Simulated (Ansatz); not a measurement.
# H2CClF: valence-band photoemission, part 2 of 2

What would valence photoemission of H2CClF look like, and what sets its shape?

Ansatz 0.2.0; DFT, PBEsol, plane-wave PAW, default files, scalar-relativistic (the session's first sound run).

So far: The starting structure; Self-consistent run, DOS and bands.

## (2) Self-consistent run, DOS and bands (continued)

Valence density in the ac plane at fractional y = 0.106, with atoms of C and H within 0.2 Å of it. It is the smooth field of the valence electrons, not physical close to the nuclei.

Values in e/Å³, 18 rows by 14 columns, each cell a mean:
```
0.0 0.2 0.6 1.0 0.8 0.3 0.1 0.0 0.0 0.0 0.0 0.0 0.0 0.0
0.0 0.1 0.2 0.3 0.2 0.1 0.0 0.0 0.0 0.0 0.1 0.0 0.0 0.0
0.0 0.0 0.1 0.1 0.0 0.0 0.0 0.0 0.0 0.1 0.1 0.0 0.0 0.0
0.0 0.0 0.0 0.0 0.0 0.0 0.0 0.0 0.0 0.0 0.0 0.0 0.0 0.0
0.0 0.0 0.0 0.0 0.0 0.0 0.0 0.0 0.0 0.0 0.0 0.0 0.0 0.0
0.0 0.0 0.0 0.0 0.0 0.0 0.0 0.0 0.0 0.0 0.0 0.0 0.0 0.0
0.0 0.0 0.0 0.0 0.0 0.0 0.0 0.0 0.0 0.0 0.0 0.0 0.0 0.0
0.0 0.0 0.1 0.1 0.1 0.1 0.0 0.0 0.0 0.0 0.0 0.0 0.0 0.0
0.1 0.2 0.4 0.5 0.4 0.2 0.1 0.0 0.0 0.0 0.0 0.0 0.0 0.0
0.2 0.7 1.2 1.3 0.9 0.4 0.1 0.0 0.0 0.0 0.0 0.0 0.0 0.1
0.6 1.4 1.8 1.7 1.2 0.5 0.2 0.1 0.1 0.1 0.0 0.0 0.0 0.2
1.0 1.7 1.6 1.6 1.1 0.5 0.4 0.4 0.4 0.2 0.1 0.0 0.1 0.3
0.8 1.4 1.4 1.4 1.1 1.0 1.0 1.3 1.2 0.4 0.1 0.0 0.1 0.3
0.4 0.7 0.8 1.1 1.4 1.6 1.9 1.8 1.2 0.3 0.1 0.0 0.1 0.2
0.2 0.3 0.4 1.0 1.5 1.7 1.5 0.9 0.4 0.1 0.0 0.0 0.0 0.1
0.1 0.1 0.3 0.9 1.5 1.2 0.6 0.2 0.1 0.0 0.0 0.0 0.0 0.0
0.0 0.1 0.4 1.2 1.5 0.9 0.3 0.1 0.0 0.0 0.0 0.0 0.0 0.0
0.0 0.2 0.7 1.7 1.6 0.6 0.2 0.0 0.0 0.0 0.0 0.0 0.0 0.0
```
Columns run along a (5.0 Å), rows up along c (6.8 Å). Atoms in or near the plane, at fractional coordinates: C at (0.35, 0.19), H at (0.57, 0.26).

Recipe: projected DOS times atomic cross section and asymmetry factor (linear light, 30° from the polarisation), occupied states only, Fermi edge at 300 K, a Lorentzian width of 0.2 eV growing by 0.05 eV per eV of binding energy, and a resolution of 0.6 eV. Curves are cut 10 eV under the photon energy, above any shell that the free atom's threshold puts out of reach, or at the lower edge of the window: 11.2 eV at 21.2 eV, 25.3 eV at 150 eV, 25.3 eV at 1486.7 eV, 25.3 eV at 5414.7 eV and 25.3 eV at 9251.7 eV. Matrix elements of the solid and inelastic losses aren't modelled, nor non-dipole terms, which matter above 3 keV.

How the area divides among the shells (%):

```csv
shell,21.2 eV,150 eV,1486.7 eV,5414.7 eV,9251.7 eV
Cl 3s,0.0,8.4,32.4,51.9,58.2
Cl 3p,47.1,23.3,21.3,8.6,5.3
F 2s,0.0,17.7,35.6,34.7,32.7
F 2p,21.6,41.9,5.8,1.3,0.7
C 2s,1.4,5.1,4.6,3.4,3.0
C 2p,20.2,3.1,0.2,0.0,0.0
H 1s,9.7,0.5,0.1,0.0,0.0
```

At this level the gap is 5.92 eV on the path.

## (3) With r²SCAN

This step: DFT, r2SCAN, plane-wave PAW, default files, scalar-relativistic (Ansatz 0.2.0).

The run is repeated with r²SCAN on the same cell, to see how much the levels hang on the functional.

Contents of input.yaml:

```yaml
crystal:
  lattice:
    - [5.0206, 0.0, 0.0]
    - [0.0, 4.1477, 0.0]
    - [-2.1143188253, 0.0, 6.4288463713]
  atoms:
    - { symbol: Cl, position: [0.8301, 0.5061, 0.6339] }
    - { symbol: Cl, position: [0.1699, 0.0061, 0.3661] }
    - { symbol: F, position: [0.7372, 0.4575, 0.986] }
    - { symbol: F, position: [0.2628, 0.9575, 0.014] }
    - { symbol: C, position: [0.6494, 0.6398, 0.8084] }
    - { symbol: C, position: [0.3506, 0.1398, 0.1916] }
    - { symbol: H, position: [0.428, 0.606, 0.735] }
    - { symbol: H, position: [0.572, 0.106, 0.265] }
    - { symbol: H, position: [0.708, 0.8911, 0.85] }
    - { symbol: H, position: [0.292, 0.3911, 0.15] }
kpoints:
  mp_grid: { grid: [6, 6, 4] }
  band_path:
    path:
      - [0.0, 0.0, 0.0]
      - [0.0, 0.5, 0.0]
      - [0.0, 0.5, 0.5]
      - [0.0, 0.0, 0.5]
      - [0.0, 0.0, 0.0]
      - [-0.5, 0.0, 0.5]
      - [-0.5, 0.5, 0.5]
      - [0.0, 0.5, 0.0]
      - [-0.5, 0.5, 0.0]
      - [-0.5, 0.0, 0.0]
    npoints: 10
scf:
  occupations: { method: fermi_dirac, width: 0.02 }
  n_extra_bands: 24
hamiltonian:
  xc: r2scan
  pseudopotentials: { kind: paw }
output:
  forces: true
  stress: true
  dos:
    projected: true
    de: 0.05
    e_range: [-36, 12]
    nscf_kmesh: { grid: [8, 10, 6] }
  fatbands: true
```

Command:

```sh
ansatz run input.yaml --threads 2 --pin off --max-ram 4096MiB --backend cpu --events-out ev --progress --plain --runs-dir out
```

Numbers of over 12 decimals in the logs are rounded to 6 here.

What it wrote:

```text
[...]
Crystal: 10 atoms, lattice volume = 133.874 Å³
Basis set: ecut = 500 eV, 3397 PW (Γ), exchange–correlation on 160×128×200 points (64 copies of the dense FFT grid, shifted against one another)
Bands: 44, of which v1, the nominal top of the filled ones, is band 20 counted from 1 (19 counted from 0)
Symmetry: 2 space group operations
[...]
k-points: 56 of 144 (time reversal used)
[...]
SCF iter   1: F=—  HF=-4354.646007 eV  |F-HF|=—  |Δ(HF+E_count)|=         —  Δρ=7.43e-3  dr2=5.88e-2  dr2_τ=4.59e-1  ethr=1.77e-3  ⟨swp⟩=6.0  Hψ=12103  notcnv=0  defer=483
[...]
SCF iter   7: F=-4354.546794 eV  HF=-4354.546794 eV  |F-HF|=6.03e-9  |Δ(HF+E_count)|=   3.77e-7  Δρ=2.82e-6  dr2=9.09e-9  dr2_τ=1.34e-9  ethr=2.50e-10  ⟨swp⟩=12.9  Hψ=15569  notcnv=0
SCF 1 converged in 7 iterations: F = -4354.546794 eV  dr2 = 9.09e-9
[...]
NSCF: frozen V_eff on 91 k-points
[...]
SCF converged after 7 iterations
Free energy (F): -4354.546794 eV
[...]
Internal energy: -4354.546794 eV  (E = F + TS)
E sigma→0 (E₀):  -4354.546794 eV
Fermi energy:    2.260934 eV
[...]
--- Forces (eV/Å), atoms counted from 1 ---
  atom   1  Cl    -0.12152567     0.06653644     0.02777682
  atom   2  Cl     0.12152567     0.06653644    -0.02777682
  atom   3  F     -0.06720208    -0.07768916     0.03345236
  atom   4  F      0.06720208    -0.07768916    -0.03345236
  atom   5  C      0.49111627     0.42357620     0.30811444
  atom   6  C     -0.49111627     0.42357620    -0.30811444
  atom   7  H     -0.27447497    -0.11443665    -0.18463413
  atom   8  H      0.27447497    -0.11443665     0.18463413
  atom   9  H     -0.01648838    -0.29801701    -0.17972427
  atom  10  H      0.01648838    -0.29801701     0.17972427
  max |Σ_I F_I| component: 6.04e-5 eV/Å
--- Stress (GPa, compression-positive) ---
        0.469981      -0.000000       0.360289
       -0.000000      -0.483385      -0.000000
        0.360282      -0.000000       0.291594
  P = ⅓ Tr σ = 0.0927 GPa (0.927 kbar)
--- Band table (eV; the first three rows and the last of 56) ---
  k-point 0: bands = [... 16 lower, -1.8545, -1.7700, -1.7358, -1.2893, 5.8197, 6.1430, 6.6950, 7.9519, ... 20 higher]
  k-point 1: bands = [... 16 lower, -1.9143, -1.7379, -1.6763, -1.3006, 5.8556, 6.0836, 6.7840, 7.6745, ... 20 higher]
  k-point 2: bands = [... 16 lower, -1.9371, -1.7343, -1.6182, -1.3160, 5.9496, 5.9677, 6.9404, 7.3727, ... 20 higher]
  k-point 55: bands = [... 16 lower, -1.8365, -1.8365, -1.0636, -1.0636, 6.0619, 6.0619, 7.4492, 7.4492, ... 20 higher]
```

It took 57 s on 2 threads of Intel Xeon Platinum 8559C (Emerald Rapids), shared host; peak memory 1 GiB; 1.9 min of CPU time.

Numbers from this step:

```yaml
free_energy: -4354.5468 eV
fermi_energy: 2.261 eV
pressure: 0.09273 GPa
gap_on_the_k_mesh: 6.587 eV
share_of_occupied_states_in_no_projected_shell: 0.0099 of the occupied states in the window
gap_on_the_path: 6.583 eV
least_direct_gap_on_the_path: 6.612 eV
valence_top_on_path: 0.0041 eV
```

The electronic bands at the labelled points (eV, zero at the valence-band maximum; v1 is the highest filled band, c1 the lowest empty one):

```csv
point,v4,v3,v2,v1
Γ,-0.80,-0.71,-0.68,-0.23
halfway,-0.86,-0.77,-0.56,-0.23
Z,-0.82,-0.82,-0.33,-0.33
halfway,-0.87,-0.87,-0.33,-0.33
D,-0.92,-0.92,-0.34,-0.34
halfway,-0.92,-0.77,-0.49,-0.30
B,-0.88,-0.68,-0.56,-0.26
halfway,-0.86,-0.68,-0.62,-0.25
Γ,-0.80,-0.71,-0.68,-0.23
halfway,-0.85,-0.57,-0.37,-0.20
A,-0.82,-0.55,-0.15,-0.08
halfway,-0.91,-0.62,-0.08,-0.04
E,-0.78,-0.78,-0.01,-0.01
halfway,-0.83,-0.83,-0.20,-0.20
Z,-0.82,-0.82,-0.33,-0.33
halfway,-0.82,-0.82,-0.19,-0.19
C2,-0.84,-0.84,0.00,0.00
halfway,-0.86,-0.65,-0.11,-0.01
Y2,-0.70,-0.56,-0.21,-0.02
```

Of the projections kept (Cl s, Cl p, F p, C s, C p, H s, not projected), the largest for each band there; the rest of the weight can lie on other orbitals:

```csv
point,v4,v3,v2,v1
Γ,Cl p 0.84,Cl p 0.91,Cl p 0.89,Cl p 0.87
Z,Cl p 0.87,Cl p 0.87,Cl p 0.74,Cl p 0.74
D,Cl p 0.91,Cl p 0.91,Cl p 0.74,Cl p 0.74
B,Cl p 0.88,Cl p 0.84,Cl p 0.88,Cl p 0.91
Γ,Cl p 0.84,Cl p 0.91,Cl p 0.89,Cl p 0.87
A,Cl p 0.90,Cl p 0.94,Cl p 0.76,Cl p 0.87
```

Side by side:

```csv
quantity,this run,base run,difference
gap on the path (eV),6.5833,5.9181,0.665
least direct gap on the path (eV),6.6118,5.9566,0.655
gap on the k-mesh (eV),6.5874,5.9242,0.663
```

The two runs differ clearly in the gap on the path: 6.58 eV against 5.92 eV.

At this level the gap is 6.58 eV on the path.

## (4) With LDA

This step: DFT, LDA, plane-wave PAW, default files, scalar-relativistic (Ansatz 0.2.0).

The run is repeated with LDA on the same cell, to see how much the levels hang on the functional.

Changes to input.yaml since step 3:

```diff
@@ -35,3 +35,3 @@
 hamiltonian:
-  xc: r2scan
+  xc: lda
   pseudopotentials: { kind: paw }
```

What it wrote:

```text
[...]
Crystal: 10 atoms, lattice volume = 133.874 Å³
Basis set: ecut = 420 eV, 2603 PW (Γ)
Bands: 44, of which v1, the nominal top of the filled ones, is band 20 counted from 1 (19 counted from 0)
Symmetry: 2 space group operations
[...]
k-points: 56 of 144 (time reversal used)
[...]
SCF iter   1: F=—  HF=-4224.064819 eV  |F-HF|=—  |Δ(HF+E_count)|=         —  Δρ=9.75e-3  dr2=7.74e-2  ethr=1.77e-3  ⟨swp⟩=6.0  Hψ=12092  notcnv=0  defer=392
[...]
SCF iter   7: F=-4224.040816 eV  HF=-4224.040816 eV  |F-HF|=2.48e-8  |Δ(HF+E_count)|=   6.56e-8  Δρ=6.12e-6  dr2=3.71e-8  ethr=2.50e-10  ⟨swp⟩=12.0  Hψ=13795  notcnv=0
SCF 1 converged in 7 iterations: F = -4224.040816 eV  dr2 = 3.71e-8
[...]
SCF converged after 7 iterations
Free energy (F): -4224.040816 eV
[...]
Internal energy: -4224.040816 eV  (E = F + TS)
E sigma→0 (E₀):  -4224.040816 eV
Fermi energy:    2.083411 eV
[...]
--- Forces (eV/Å), atoms counted from 1 ---
  atom   1  Cl    -0.26754650     0.13187904     0.15748355
  atom   2  Cl     0.26754650     0.13187904    -0.15748355
  atom   3  F     -0.06993801     0.07280419    -0.26093445
  atom   4  F      0.06993801     0.07280419     0.26093445
  atom   5  C      1.03216877    -0.25045300     0.56083245
  atom   6  C     -1.03216877    -0.25045300    -0.56083245
  atom   7  H     -0.74319509    -0.15231714    -0.43269628
  atom   8  H      0.74319509    -0.15231714     0.43269628
  atom   9  H      0.08773912     0.19793096    -0.05613025
  atom  10  H     -0.08773912     0.19793096     0.05613025
  max |Σ_I F_I| component: 3.12e-4 eV/Å
--- Stress (GPa, compression-positive) ---
       -0.501463      -0.000000       1.455799
       -0.000000      -0.995921       0.000000
        1.455798       0.000000      -1.824730
  P = ⅓ Tr σ = -1.1074 GPa (-11.074 kbar)
--- Band table (eV; the first three rows and the last of 56) ---
  k-point 0: bands = [... 16 lower, -1.6509, -1.5671, -1.5438, -1.0808, 5.2595, 5.6390, 5.8518, 7.2296, ... 20 higher]
  k-point 1: bands = [... 16 lower, -1.7186, -1.5344, -1.4750, -1.0936, 5.2875, 5.5068, 6.0135, 6.9691, ... 20 higher]
  k-point 2: bands = [... 16 lower, -1.7407, -1.5289, -1.4161, -1.1102, 5.3610, 5.3779, 6.1703, 6.7065, ... 20 higher]
  k-point 55: bands = [... 16 lower, -1.6293, -1.6293, -0.8269, -0.8269, 5.4974, 5.4974, 6.7403, 6.7403, ... 20 higher]
```

It took 33 s on 2 threads; peak memory 0.74 GiB.

This step gave:

| Item | Value |
| --- | --- |
| free energy | -4224.0408 eV |
| Fermi energy | 2.083 eV |
| pressure | -1.107 GPa |
| gap on the k-mesh | 5.768 eV |
| share of occupied states in no projected shell | 0.0094 of the occupied states in the window |
| gap on the path | 5.762 eV |
| least direct gap on the path | 5.8 eV |
| valence top on path | 0.0062 eV |

The electronic bands at the labelled points (eV, zero at the valence-band maximum; v1 is the highest filled band, c1 the lowest empty one):

```csv
point,v4,v3,v2,v1,c1
Γ,-0.83,-0.75,-0.72,-0.26,6.08
halfway,-0.91,-0.80,-0.59,-0.24,6.07
Z,-0.85,-0.85,-0.33,-0.33,6.25
halfway,-0.91,-0.91,-0.34,-0.34,6.32
D,-0.96,-0.96,-0.35,-0.35,6.39
halfway,-0.97,-0.81,-0.51,-0.33,6.21
B,-0.92,-0.71,-0.60,-0.29,6.18
halfway,-0.90,-0.71,-0.66,-0.27,6.11
Γ,-0.83,-0.75,-0.72,-0.26,6.08
halfway,-0.89,-0.60,-0.40,-0.22,5.90
A,-0.86,-0.58,-0.15,-0.09,5.86
halfway,-0.96,-0.65,-0.08,-0.05,5.98
E,-0.81,-0.81,-0.01,-0.01,6.32
halfway,-0.86,-0.86,-0.20,-0.20,6.36
Z,-0.85,-0.85,-0.33,-0.33,6.25
halfway,-0.85,-0.85,-0.19,-0.19,6.27
C2,-0.88,-0.88,0.00,0.00,6.35
halfway,-0.91,-0.68,-0.12,-0.01,5.92
Y2,-0.73,-0.59,-0.22,-0.03,5.77
```

Of the projections kept (Cl s, Cl p, F p, C s, C p, H s, not projected), the largest for each band there; the rest of the weight can lie on other orbitals:

```csv
point,v4,v3,v2,v1,c1
Γ,Cl p 0.81,Cl p 0.90,Cl p 0.88,Cl p 0.85,C p 0.37
Z,Cl p 0.85,Cl p 0.85,Cl p 0.70,Cl p 0.70,C p 0.35
D,Cl p 0.90,Cl p 0.90,Cl p 0.71,Cl p 0.71,C p 0.37
B,Cl p 0.86,Cl p 0.83,Cl p 0.87,Cl p 0.90,C p 0.35
Γ,Cl p 0.81,Cl p 0.90,Cl p 0.88,Cl p 0.85,C p 0.37
A,Cl p 0.89,Cl p 0.93,Cl p 0.73,Cl p 0.86,C p 0.38
```

Side by side:

```csv
quantity,this run,base run,difference
gap on the path (eV),5.7621,5.9181,-0.156
least direct gap on the path (eV),5.8,5.9566,-0.157
gap on the k-mesh (eV),5.7683,5.9242,-0.156
```

One result that differs is the gap on the path, 5.76 eV against 5.92 eV.

At this level the gap is 5.76 eV on the path.

## (5) Another set of PAW files

This step: DFT, PBEsol, plane-wave PAW, JTH files, scalar-relativistic (Ansatz 0.2.0).

Other PAW files test how much hangs on the potentials.

Changes to input.yaml since step 4:

```diff
@@ -35,4 +35,4 @@
 hamiltonian:
-  xc: lda
-  pseudopotentials: { kind: paw }
+  xc: pbesol
+  pseudopotentials: { kind: paw, source: jth }
 output:
```

What it wrote:

```text
Error: inconsistent input (hamiltonian.pseudopotentials.source, hamiltonian.xc, hamiltonian.pseudopotentials.xc_functional): this build's library has no table of `source: jth` for `kind: paw` and the PBEsol files: it has one for `kind: paw` and the PBE files, or for `kind: paw` and the LDA files. Leave `source` out
```

The job ended after 0.02 s (2 threads; peak memory 0.05 GiB).

The input was rejected at the start.

The program's message: “Error: inconsistent input (hamiltonian.pseudopotentials.source, hamiltonian.xc, hamiltonian.pseudopotentials.xc_functional): this build's library has no table of `source: jth` for `kind: paw` and the …”

## (6) Other settings

This step: DFT, PBEsol, plane-wave PAW, default files, scalar-relativistic; changed: kpoints.mp_grid.grid = [5, 5, 3] (Ansatz 0.2.0).

Other settings are tried.

input.yaml, the sections that differ from step 5:

```yaml
kpoints:
  mp_grid: { grid: [5, 5, 3] }
hamiltonian:
  xc: pbesol
  pseudopotentials: { kind: paw }
output:
  forces: true
  stress: true
  dos:
    projected: true
    de: 0.05
    e_range: [-36, 12]
    nscf_kmesh: { grid: [8, 10, 6] }
# crystal, scf: as in step 5
```

What it wrote:

```text
[...]
Crystal: 10 atoms, lattice volume = 133.874 Å³
Basis set: ecut = 420 eV, 2603 PW (Γ), exchange–correlation on 72×60×96 points (8 copies of the dense FFT grid, shifted against one another)
Bands: 44, of which v1, the nominal top of the filled ones, is band 20 counted from 1 (19 counted from 0)
Symmetry: 2 space group operations
[...]
k-points: 24 of 75 (time reversal used)
[...]
SCF iter   1: F=—  HF=-4278.966962 eV  |F-HF|=—  |Δ(HF+E_count)|=         —  Δρ=6.13e-3  dr2=2.86e-2  ethr=1.77e-3  ⟨swp⟩=6.1  Hψ=5218  notcnv=0  defer=170
[...]
SCF iter   7: F=-4278.962919 eV  HF=-4278.962919 eV  |F-HF|=2.74e-8  |Δ(HF+E_count)|=   2.67e-7  Δρ=3.73e-6  dr2=1.82e-8  ethr=2.50e-10  ⟨swp⟩=10.8  Hψ=6386  notcnv=0
SCF 1 converged in 7 iterations: F = -4278.962919 eV  dr2 = 1.82e-8
[...]
SCF converged after 7 iterations
Free energy (F): -4278.962919 eV
[...]
Internal energy: -4278.962919 eV  (E = F + TS)
E sigma→0 (E₀):  -4278.962919 eV
Fermi energy:    2.332738 eV
[...]
--- Forces (eV/Å), atoms counted from 1 ---
  atom   1  Cl    -0.16238725     0.09631425     0.03806403
  atom   2  Cl     0.16238725     0.09631425    -0.03806403
  atom   3  F     -0.07064444    -0.07460509     0.02398587
  atom   4  F      0.07064444    -0.07460509    -0.02398587
  atom   5  C      0.87136514     0.02040114     0.36961864
  atom   6  C     -0.87136514     0.02040114    -0.36961864
  atom   7  H     -0.66644379    -0.14717705    -0.40410626
  atom   8  H      0.66644379    -0.14717705     0.40410626
  atom   9  H      0.06443224     0.10497202    -0.09508010
  atom  10  H     -0.06443224     0.10497202     0.09508010
  max |Σ_I F_I| component: 1.89e-4 eV/Å
--- Stress (GPa, compression-positive) ---
        1.307435      -0.000000       1.052449
       -0.000000       0.686122      -0.000000
        1.052449      -0.000000       0.720985
  P = ⅓ Tr σ = 0.9048 GPa (9.048 kbar)
--- Band table (eV; the first three rows and the last of 24) ---
  k-point 0: bands = [... 16 lower, -1.4450, -1.3585, -1.3402, -0.8902, 5.6004, 5.9500, 6.3350, 7.5912, ... 20 higher]
  k-point 1: bands = [... 16 lower, -1.5189, -1.3252, -1.2478, -0.9100, 5.6493, 5.8053, 6.5208, 7.2084, ... 20 higher]
  k-point 2: bands = [... 16 lower, -1.5001, -1.4007, -1.2533, -0.8748, 5.5860, 5.9601, 6.5694, 7.6358, ... 20 higher]
  k-point 23: bands = [... 16 lower, -1.5247, -1.3654, -0.7031, -0.6894, 5.6894, 5.9642, 6.9881, 7.1680, ... 20 higher]
```

Run time: 20 s. Hardware: 2 threads; peak memory 0.74 GiB.

Residual by cycle:

cycle, log10 residual and a bar from the least value:
```
        1       -1.5 ##############################
        2       -2.4 ##########################
        3       -3.1 ######################
        4       -4.8 ##############
        5       -5.7 ##########
        6       -6.3 #######
        7       -7.7
```

The setting was moved on purpose (kpoints.mp_grid.grid = [5, 5, 3]), yet the run converged, and its energy lies within 1 meV an atom of the base run's, at the same geometry.

The two runs compared:

```csv
quantity,this run,sound run,difference
free energy (eV),-4279.0,-4279.0,1.2e-4
energy at zero smearing (eV),-4279.0,-4279.0,1.2e-4
Fermi energy (eV),2.3327,2.3448,-0.0121
pressure (GPa),0.90485,0.90489,-4.5e-5
gap on the k-mesh (eV),5.9707,5.9242,0.0465
```

The two runs differ clearly in the gap on the k-mesh: 5.97 eV against 5.92 eV.

## (7) Results

- least gap on the mesh and the path: 5.92 eV
- strongest listed peak within 13 eV of the zero, at 1486.7 eV: 0.6 eV binding, mostly Cl 3p
- strongest listed peak within 13 eV of the zero, at 21.2 eV: 0.6 eV binding, mostly Cl 3p
- PBEsol (34 s on 2 threads): gap 5.92 eV, highest Al Kα peak within 13 eV at 0.6 eV (Cl 3p)
- r²SCAN (57 s on 2 threads): gap 6.58 eV, highest Al Kα peak within 13 eV at 0.6 eV (Cl 3p)
- LDA (33 s on 2 threads): gap 5.76 eV, highest Al Kα peak within 13 eV at 0.8 eV (Cl 3p)

In words: H2CClF is an insulator or semiconductor at the base level (gap 5.92 eV), and its valence spectrum changes with photon energy as the shells' cross sections do. At 21.2 eV the valence spectrum has its highest listed peaks within 10.8 eV at 0.6 eV (Cl 3p), 2.0 eV (mixed, Cl 3p leading) and 5.8 eV (mixed, C 2p leading). At 1486.7 eV the valence spectrum has its highest listed peaks within 13 eV at 0.6 eV (Cl 3p), 2.0 eV (Cl 3p), 5.0 eV (mixed, Cl 3p leading) and 9.8 eV (Cl 3s), and the deeper Cl 3s line at 14.5 eV is higher still. The shell named is the one with most of the intensity, cross sections included, not always the one with most states there. In the main run, from 1486.7 eV towards hard X-rays the Cl 3s share grows by 26 points, as its cross section falls more slowly with photon energy than those of the shells it gains on. With r²SCAN, the gap on the path moves from 5.92 to 6.58 eV. With LDA, the gap on the path moves from 5.92 to 5.76 eV. At 21.2 eV the area is led by Cl 3p (47 %), at 9251.7 eV by Cl 3s (58 %), a shell that the model's window at 21.2 eV leaves out. Kohn–Sham levels aren't quasiparticle energies, so peak positions are approximate. Each run has its own recipe for the spectra (widths, photon energies, in some runs the light), so peak heights and places can differ between runs for that reason too. Semilocal Kohn–Sham gaps are too small as a rule.

[Logs are printed without paths, hosts, clocks, repeated set-up lines and the standing remarks that a program may print on its own settings, such as how far it seeks lower states.]

[Hosts, paths, dates, database ids (printed as entryN), source tags and the programs' standing remarks are cut or masked in the printed files.]

[Maps of the electrostatic potential energy from Ansatz leave out the sawtooth potential of an applied field or a dipole correction, so their vacuum need not be flat; work functions include it.]

[Peak lists hold at most the 14 tallest peaks of each spectrum; further lines can be left out.]
